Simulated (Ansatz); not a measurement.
## Sc-Mg-Sc stack of (100) layers: lattice stability ahead of a resistivity run

Question: is the lattice of Sc-Mg-Sc stack of (100) layers stable, and if so, what are its coupling constant and resistivity?

Main program and level: Ansatz 0.2.0; DFT PBEsol, scalar-relativistic, plane waves, PAW.

This is a report of a sequence of runs, with most program output left out.

### Step 1. The structure

The cell holds 3 atoms: 2 Sc and 1 Mg. Cell: a = 3.204 Å, b = 3.204 Å, c = 15.531 Å, α = 90.0°, β = 90.0°, γ = 90.0°. Vacuum lies along c.

Structure file:

```cif
data_structure
_symmetry_space_group_name_H-M 'P 1'
_symmetry_Int_Tables_number 1
_cell_length_a 3.2041
_cell_length_b 3.2041
_cell_length_c 15.5313
_cell_angle_alpha 90.000
_cell_angle_beta 90.000
_cell_angle_gamma 90.000
_cell_volume 159.45
loop_
_atom_site_label
_atom_site_type_symbol
_atom_site_fract_x
_atom_site_fract_y
_atom_site_fract_z
_atom_site_occupancy
Sc1 Sc 0.00000 0.00000 0.35412 1
Mg2 Mg 0.50000 0.50000 0.50000 1
Sc3 Sc 0.00000 0.00000 0.64588 1
```

### Step 2. Relaxation

The structure is brought to rest under this functional.

input.yaml reads:

```yaml
crystal:
  lattice:
    - [3.2041, 0.0, 0.0]
    - [0.0, 3.2041, 0.0]
    - [0.0, 0.0, 15.53128]
  atoms:
    - { symbol: Sc, position: [0.0, 0.0, 0.35412414] }
    - { symbol: Mg, position: [0.5, 0.5, 0.5] }
    - { symbol: Sc, position: [0.0, 0.0, 0.64587586] }
  periodic: [true, true, false]
kpoints:
  mp_grid: { grid: [10, 10, 1] }
hamiltonian:
  xc: pbesol
scf:
  occupations: { method: gaussian, width: 0.1 }
output:
  forces: true
  stress: true
  eigenvalues: true
  write_density: true
  write_potential: true
  elf: true
  volumetric_format: npy
relax:
  adjacent_minimum: "off"
  f_tol: 0.005
  max_steps: 80
  cell: { stress_2d_tol: 0.02 }
```

Launch:

```bash
$ ansatz run input.yaml --threads 4 --pin off --max-ram 16384MiB --backend cpu --events-out ev --progress --plain --runs-dir out
```

Run time: 17 s. Hardware: 4 threads of Arm Neoverse V2, shared host; peak memory 0.68 GiB; 62 s of CPU time.

Step by step:

```csv
step,energy less that of the first step (eV),largest force component (eV/Å),volume (Å³)
1,0.0000,0.2702,337.38
2,-0.0688,0.0110,325.64
3,-0.0733,0.0365,320.74
4,-0.0779,0.0436,313.40
5,-0.0798,0.0171,308.38
6,-0.0800,0.0011,308.77
7*,-0.0796,0.0010,308.77
```

Relaxation steps marked * repeat the geometry before them on a plane-wave basis chosen anew for their cell, so energy and pressure can jump there.

The run keeps the 16 symmetry operations that it works with, so distortions that break them were not tested.

```csv
cell as run,before,after,change
a (Å),3.204,3.065,-4.3 %
b (Å),3.204,3.065,-4.3 %
```

The atoms that moved most (Å, along periodic axes as changes of fractional coordinates times the final cell, across vacuum about the mean position):

```csv
atom,dx,dy,dz,length
Sc3,0.000,0.000,0.012,0.012
Sc1,0.000,0.000,-0.012,0.012
```

Final coordinates:

```xyz
3
Lattice="3.0652 0.0000 0.0000 0.0000 3.0652 0.0000 0.0000 0.0000 32.8626" Properties=species:S:1:pos:R:3
Sc    0.0000    0.0000    5.4876
Mg    1.5326    1.5326    7.7656
Sc    0.0000    0.0000   10.0437
```

This step gave:

```yaml
metallic_on_mesh: yes
gap_on_the_k_mesh: 0 eV
```

Electrostatic potential energy in the ca plane at fractional y = 0.000, with atoms of Sc within 0.2 Å of it. With pseudopotentials it is smooth inside the atoms' cores, unlike the true potential.

Ten even steps from '0' (-56 eV) to '9' (0 eV), each cell a mean:
```
99999999999974000589999986200268999999999999
99999999999986435789999998633679999999999999
99999999999998878899999999877899999999999999
99999999999999989999999999998999999999999999
99999999999999888999999999988899999999999999
99999999999987666899999998766789999999999999
99999999999985202689999997411478999999999999
99999999999873000489999986100168999999999999
```
Columns run along c (16.0 Å, from fractional 0.00 to 0.49 of the cell; values clipped at the 3rd and 97th percentile), rows up along a (3.1 Å). Atoms in or near the plane, at fractional coordinates: Sc at (0.17, 0.00), Sc at (0.31, 0.00).

Valence density in the ca plane at fractional y = 0.000, with atoms of Sc within 0.2 Å of it. It is the smooth field of the valence electrons, not physical close to the nuclei.

Ten steps, logarithmic in the rise over the least value, from '0' (0.0 e/Å³) to '9' (7.3 e/Å³), each cell a mean:
```
00000000000026998621111124799841000000000000
00000000000014676421111123577521000000000000
00000000000012333222222222233211000000000000
00000000000011222222222222222111000000000000
00000000000011222222222222222211000000000000
00000000000013454321111122355321000000000000
00000000000025898521111123688731000000000000
00000000000037999631111124899851000000000000
```
Columns run along c (16.0 Å, from fractional 0.00 to 0.49 of the cell), rows up along a (3.1 Å). Atoms in or near the plane, at fractional coordinates: Sc at (0.17, 0.00), Sc at (0.31, 0.00).

ELF in the ca plane at fractional y = 0.000, with atoms of Sc within 0.2 Å of it. It is the smooth field of the valence electrons, not physical close to the nuclei.

Values, 5 rows by 16 columns, each cell a mean:
```
0.00 0.00 0.02 0.05 0.19 0.60 0.32 0.41 0.33 0.43 0.59 0.08 0.04 0.01 0.00 0.00
0.00 0.00 0.03 0.16 0.17 0.24 0.26 0.58 0.55 0.22 0.22 0.19 0.13 0.02 0.00 0.00
0.00 0.00 0.04 0.23 0.34 0.15 0.41 0.63 0.62 0.33 0.17 0.36 0.18 0.02 0.00 0.00
0.00 0.00 0.02 0.12 0.13 0.42 0.24 0.53 0.48 0.26 0.38 0.11 0.10 0.02 0.00 0.00
0.00 0.00 0.01 0.03 0.23 0.48 0.36 0.38 0.29 0.45 0.52 0.09 0.03 0.01 0.00 0.00
```
Columns run along c (16.0 Å, from fractional 0.00 to 0.49 of the cell), rows up along a (3.1 Å). Atoms in or near the plane, at fractional coordinates: Sc at (0.17, 0.00), Sc at (0.31, 0.00).

The relaxation ends with a largest force component of 0.0010 eV/Å.

### Step 3. Tight relaxation

Residual forces and stress shift phonon frequencies, so the cell is relaxed again, with tight thresholds and the mesh and smearing of this input.

input.yaml reads:

```yaml
crystal:
  lattice:
    - [3.065233362, 0.0, 0.0]
    - [0.0, 3.065233362, 0.0]
    - [0.0, 0.0, 32.8625553076]
  atoms:
    - { symbol: Sc, position: [0.0, 0.0, 0.166987012] }
    - { symbol: Mg, position: [0.5, 0.5, 0.2363066392] }
    - { symbol: Sc, position: [0.0, 0.0, 0.3056262664] }
  periodic: [true, true, false]
kpoints:
  mp_grid: { grid: [10, 10, 1] }
hamiltonian:
  xc: pbesol
scf:
  occupations: { method: methfessel_paxton, width: 0.2 }
output:
  forces: true
  stress: true
  eigenvalues: true
relax:
  adjacent_minimum: "off"
  f_tol: 0.001
  max_steps: 60
  cell: { stress_2d_tol: 0.002 }
```

It took 13 s on 4 threads; peak memory 0.66 GiB.

Step by step:

```csv
step,energy less that of the first step (eV),largest force component (eV/Å),volume (Å³)
1,0.0000,0.0043,308.77
2,0.0000,0.0025,308.53
3,-0.0001,0.0016,307.21
4,-0.0001,0.0005,307.31
5,-0.0001,0.0000,307.30
6,-0.0001,0.0000,307.30
```

The log counts 1 steps on a newly chosen plane-wave basis, not all of them marked here; energy and pressure can jump at such steps.

```csv
cell as run,before,after,change
a (Å),3.065,3.058,-0.2 %
b (Å),3.065,3.058,-0.2 %
```

The atoms that moved most (Å, along periodic axes as changes of fractional coordinates times the final cell, across vacuum about the mean position):

```csv
atom,dx,dy,dz,length
Sc3,0.000,0.000,0.013,0.013
Sc1,0.000,0.000,-0.013,0.013
```

The relaxed structure:

```xyz
3
Lattice="3.0579 0.0000 0.0000 0.0000 3.0579 0.0000 0.0000 0.0000 32.8626" Properties=species:S:1:pos:R:3
Sc    0.0000    0.0000    5.4746
Mg    1.5290    1.5290    7.7656
Sc    0.0000    0.0000   10.0567
```

### Step 4. Phonons: q 2×2×1, k 6×6×1

Couplings are defined for a stable lattice alone, so phonons come first.

input.yaml reads:

```yaml
crystal:
  lattice:
    - [3.0579338885, 0.0, 0.0]
    - [0.0, 3.0579338885, 0.0]
    - [0.0, 0.0, 32.8625553076]
  atoms:
    - { symbol: Sc, position: [0.0, 0.0, 0.1665896694] }
    - { symbol: Mg, position: [0.5, 0.5, 0.2363066392] }
    - { symbol: Sc, position: [0.0, 0.0, 0.306023609] }
  periodic: [true, true, false]
kpoints:
  mp_grid: { grid: [6, 6, 1] }
hamiltonian:
  xc: pbesol
scf:
  occupations: { method: methfessel_paxton, width: 0.2 }
output:
  eigenvalues: true
phonons:
  method: dfpt
  qmesh: [2, 2, 1]
  temperatures: { t_max: 1000, t_step: 50 }
  qpath:
    path: [[0.0, 0.0, 0.0], [0.0, 0.5, 0.0], [0.5, 0.5, 0.0], [0.0, 0.0, 0.0]]
    npoints: 10
```

Wall time 69 s (4 threads); peak memory 1.1 GiB; 4.4 min of CPU time.

Numbers from this step:

| Property | Result |
| --- | --- |
| share of imaginary modes in the plain interpolation between solved wavevectors | 0.0259 |
| highest frequency, solved or plainly interpolated | 259.4 cm⁻¹ |

Solved on the 2×2×1 mesh alone; all other wavevectors are interpolated. The phonon branches at the labelled points (cm⁻¹):

```csv
point,branch 1,branch 2,branch 3,branch 4,branch 5,branch 6,branch 7,branch 8,branch 9
Γ,0,0,0,82,82,97,195,195,239
halfway,10,26,43,66,109,120,179,229,231
X,-72,30,54,70,141,142,160,226,259
halfway,39,82,149,164,183,188,216,228,258
M,-42,104,222,222,226,227,227,259,259
halfway,43,74,130,132,136,140,223,223,228
Γ,0,0,0,82,82,97,195,195,239
```

Lowest modes at the softest wavevector of the mesh. The modes at q = (0.500, 0.000, 0.000) (shares of kinetic energy by element, %) (negative means imaginary):

```csv
mode,frequency (cm⁻¹),Sc %,Mg %
1,-72.5,100,0
2,29.6,100,0
3,54.4,95,5
4,69.5,100,0
5,140.8,100,0
6,142.0,89,11
```

Displacements in mode 1 (-72.5 cm⁻¹), the largest set to 1, in the home cell:
```
Sc1  0.00  1.00  0.00
Mg2  0.00  0.00  0.00
Sc3  0.00 -1.00  0.00
```

Displacements in mode 6 (142.0 cm⁻¹), the largest set to 1, in the home cell:
```
Sc1  1.00  0.00  0.00
Mg2  0.00  0.00  0.68
Sc3 -1.00  0.00  0.00
```

Among the solved wavevectors the lowest mode, translations apart, is -72.5 cm⁻¹, imaginary.

### Step 5. Phonons: q 2×2×1, k 8×8×1

An imaginary mode on so few k-points may come from the sampling, so the phonons are repeated with another k mesh.

Changes to input.yaml since step 4:

```diff
@@ -11,3 +11,3 @@
 kpoints:
-  mp_grid: { grid: [6, 6, 1] }
+  mp_grid: { grid: [8, 8, 1] }
 hamiltonian:
```

The mesh is denser.

Elapsed: 99 s, on 4 threads; peak memory 1.1 GiB; 6.3 min of CPU time.

Numbers from this step:

* share of imaginary modes in the plain interpolation between solved wavevectors: 0.0086
* highest frequency, solved or plainly interpolated: 269.4 cm⁻¹

Solved on the 2×2×1 mesh alone; all other wavevectors are interpolated. The phonon branches at the labelled points (cm⁻¹):

```csv
point,branch 1,branch 2,branch 3,branch 4,branch 5,branch 6,branch 7,branch 8,branch 9
Γ,0,0,0,90,90,108,195,195,246
halfway,34,54,56,83,125,127,180,236,239
X,-49,57,86,93,144,160,162,234,269
halfway,84,98,158,170,186,196,222,236,267
M,73,110,229,229,230,230,231,267,267
halfway,72,90,138,139,145,150,228,230,236
Γ,0,0,0,90,90,108,195,195,246
```

Lowest modes at the softest wavevector of the mesh. The modes at q = (0.000, 0.500, 0.000) (shares of kinetic energy by element, %) (negative means imaginary):

```csv
mode,frequency (cm⁻¹),Sc %,Mg %
1,-48.9,100,0
2,57.0,100,0
3,85.9,92,8
4,93.4,100,0
5,143.6,85,15
6,160.2,0,100
```

Displacements in mode 1 (-48.9 cm⁻¹), the largest set to 1, in the home cell:
```
Sc1  1.00  0.00  0.00
Mg2  0.00  0.00  0.00
Sc3 -1.00  0.00  0.00
```

Displacements in mode 4 (93.4 cm⁻¹), the largest set to 1, in the home cell:
```
Sc1 0.00 0.00 1.00
Mg2 0.00 0.00 0.00
Sc3 0.00 0.00 1.00
```

The modes has structure finer than the step of the table below, so its rows give means over 10 cm⁻¹, whole bins alone (the curve runs from -58.2 to 287 cm⁻¹). Peaks (cm⁻¹: height): Mg 195.8: 0.0234, 234.9: 0.109, 265.3: 0.0437; Sc 87.3: 0.0890, 106.8: 0.0500, 143.7: 0.0329, 187.1: 0.0249, 234.9: 0.0209.

Phonopy on the run's constants, 19x19x1 mesh, Gaussian sigma 2.5 cm⁻¹. The modes by wavenumber; means over each step; values in 1/cm⁻¹/cell:

```csv
wavenumber (cm⁻¹),Mg,Sc
-50,0,0.00111
-40,0,0.00113
-30,0,0.00276
-20,0,0.00249
-10,6.0e-6,2.8e-4
0,2.3e-4,8.7e-4
10,7.0e-4,0.00268
20,0.00123,0.00628
30,0.00198,0.0105
40,0.00168,0.0101
50,0.00257,0.0173
60,0.00210,0.0228
70,0.00263,0.0311
80,0.00382,0.0638
90,0.00413,0.0712
100,0.00131,0.0417
110,5.2e-4,0.0348
120,4.0e-4,0.0211
130,6.0e-4,0.0254
140,0.00142,0.0280
150,0.00188,0.0283
160,0.00587,0.0287
170,0.00977,0.0233
180,0.0126,0.0189
190,0.0167,0.0216
200,0.0177,0.0183
210,0.0165,0.0182
220,0.0129,0.0146
230,0.0430,0.0132
240,0.0671,0.0123
250,0.0214,0.00282
260,0.0301,0.00272
270,0.0193,0.00160
280,7.6e-5,6.6e-6
```

No LO-TO term; unit eigenvectors of the mass-weighted matrix. Modes at Γ, with each element's share of the kinetic energy:

```csv
mode,frequency (cm⁻¹),symmetry,Sc %,Mg %
1,0.0,unnamed,79,21
2,0.0,unnamed,79,21
3,0.0,unnamed,79,21
4,90.4,Eg,100,0
5,90.4,Eg,100,0
6,107.7,A1g,100,0
7,195.4,Eu,21,79
8,195.4,Eu,21,79
9,246.1,A2u,21,79
```

Displacements in mode 5 (90.4 cm⁻¹), the largest set to 1:
```
Sc1  0.12  1.00  0.00
Mg2  0.00  0.00  0.00
Sc3 -0.12 -1.00  0.00
```

Displacements in mode 9 (246.1 cm⁻¹), the largest set to 1:
```
Sc1  0.00  0.00 -0.27
Mg2  0.00  0.00  1.00
Sc3  0.00  0.00 -0.27
```

Among the solved wavevectors the lowest mode, translations apart, is -48.9 cm⁻¹, imaginary.

### Step 6. Coupling and resistivity: q 2×2×1, k 8×8×1, scattering 12×12×1

Phonons, couplings and the Boltzmann equation in one run.

Changes to input.yaml since step 5:

```diff
@@ -25 +25,4 @@
     npoints: 10
+  electrical_resistivity:
+    mesh: [12, 12, 1]
+    temperatures: [20.0, 50.0, 77.0, 100.0, 150.0, 200.0, 300.0, 400.0, 600.0, 800.0]
```

Elapsed: 94 s, on 4 threads; peak memory 1.2 GiB.

The run ended with an error.

The program's message: “electrical resistivity: the mode of lowest frequency at the wavevector [0.0000, -0.5000, 0.0000] is imaginary, -48.91 cm⁻¹ (written negative): the force constants describe an unstable lattice; relax t …”

The run stops because a mode is imaginary on the scattering mesh, where no scattering rate is defined; denser k meshes, other smearings and, between solved wavevectors, finer q meshes show whether the instability is real.

### Step 7. Results

```
phonon run of the rows without a label of their own : PBEsol, q 2×2×1, k 8×8×1
softest mode on the q mesh                          : -48.9 cm⁻¹ at q = (0, 0.5, 0)
highest frequency, solved or plainly interpolated   : 269 cm⁻¹
```

In words: The lattice is dynamically unstable at this level: a mode at q = (0, 0.5, 0) is imaginary, 48.9i cm⁻¹, so no harmonic coupling constant or resistivity is defined for this structure. These meshes are coarse, and single modes of a metal can move by tens of cm⁻¹ with the k mesh. The structure was built by hand as an ordered model, and its stability against other phases was not tested.

[Logs are printed without paths, hosts, clocks, repeated set-up lines and the standing remarks that a program may print on its own settings, such as how far it seeks lower states.]

[Hosts, paths, dates, database ids (printed as entryN), source tags and the programs' standing remarks are cut or masked in the printed files.]
